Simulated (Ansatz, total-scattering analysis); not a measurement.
# Worked example: from partials to totals in amorphous 60GeSe2-40Se (mol %)

A simulated model of amorphous 60GeSe2-40Se (mol %) at 300 K, fixed volume (mean pressure 0.4 GPa), from ab initio molecular dynamics with Ansatz (PBE, plane waves, PAW set soft_1, Langevin thermostat, no spin, fixed volume). The average runs over 2.97 ps of 66 atoms, so shells between rare elements are rough. Mean temperature 295 K, largest m.s.d. 0.35 Å², energy drift -9 meV an atom (last third less first, no steady trend), Langevin friction 10 ps⁻¹; the first quarter of the run is discarded. Preparation: atoms packed at random with minimum distances, then 2.3 ps at 1400 K, 2.3 ps at 870 K and 2.6 ps at 460 K with a cheaper basis and a friction of 10 ps⁻¹ (mean temperature of the first stage 1449 K), too short to forget the start in full. So short a stretch relaxes bonds and nearest shells but still remembers its start. It is rigid on the time of the run. A cell quenched within picoseconds keeps more over- and under-coordinated atoms than a real glass or film, so this is a model of such a quench. Atom fractions Ge 0.2727, Se 0.7273; masses Ge 72.630, Se 78.971 u; density 4.2180 g/cm³; coherent lengths Ge 8.185, Se 7.97 fm. Faber–Ziman partials at a few Q:

| Q (Å⁻¹) | S Se–Se | S Ge–Se | S Ge–Ge |
| --- | --- | --- | --- |
| 1.50 | 0.571 | 0.325 | 0.731 |
| 2.30 | 1.083 | 1.111 | 1.099 |
| 3.30 | 1.232 | 1.431 | 0.994 |

The pair function g(GeSe), r in Å, every 0.06 Å up to its first minimum: 2.25 0.15, 2.31 1.40, 2.37 4.30, 2.43 5.73, 2.49 5.32, 2.55 4.12, 2.61 2.75, 2.67 1.74, 2.73 1.31, 2.79 0.77, 2.85 0.66, 2.91 0.63, 2.97 0.50, 3.03 0.48, 3.09 0.45.

**Tasks.** (a) The number density. (b) The neutron weights. (c) The neutron S(Q) at the listed Q. (d) The Bhatia–Thornton terms S_NN and S_CC there. (e) The number of Se around Ge.

(a) The mean mass is 0.2727×72.630 + 0.7273×78.971 = 77.242 u, so ρ₀ = 4.2180/(77.242 × 1.66054) = 0.03289 Å⁻³.

(b) ⟨b⟩ = 0.2727×8.185 + 0.7273×7.97 = 8.029 fm. The weight of a pair is ci cj bi bj (2 − δij)/⟨b⟩²: Se–Se 0.521, Ge–Se 0.401, Ge–Ge 0.077; they sum to 1.000.

(c) S = 1 + Σ w (Sij − 1). At 1.50 Å⁻¹: 1 − 0.224 − 0.271 − 0.021 = 0.484; Ge–Se pulls down most. At 2.30 Å⁻¹: 1 + 0.043 + 0.045 + 0.008 = 1.096; Ge–Se pushes up most. At 3.30 Å⁻¹: 1 + 0.121 + 0.173 − 0.000 = 1.294; Ge–Se pushes up most.

(d) S_NN = c₁²S₁₁ + c₂²S₂₂ + 2c₁c₂S₁₂ and S_CC = c₁c₂[1 + c₁c₂(S₁₁ + S₂₂ − 2S₁₂)], with 1 = Ge: 1.50 Å⁻¹: S_NN = 0.49, S_CC/(c₁c₂) = 1.13; 2.30 Å⁻¹: S_NN = 1.10, S_CC/(c₁c₂) = 0.99; 3.30 Å⁻¹: S_NN = 1.29, S_CC/(c₁c₂) = 0.87. A random mixture has S_CC/(c₁c₂) = 1; a value well above it means concentration waves of period 2π/Q: alternation near the main peak or below it, clustering toward Q = 0.

(e) n = 4πρ₀ c(Se) Σ r² g Δr. The sum Σ r² g over the listed points is 196.8 Å², so n = 4π × 0.03289 × 0.7273 × 196.8 × 0.06 = 3.55; counting pairs in the frames up to 3.12 Å gives 3.55. By balance, each Se has n c(Ge)/c(Se) = 1.33 Ge.
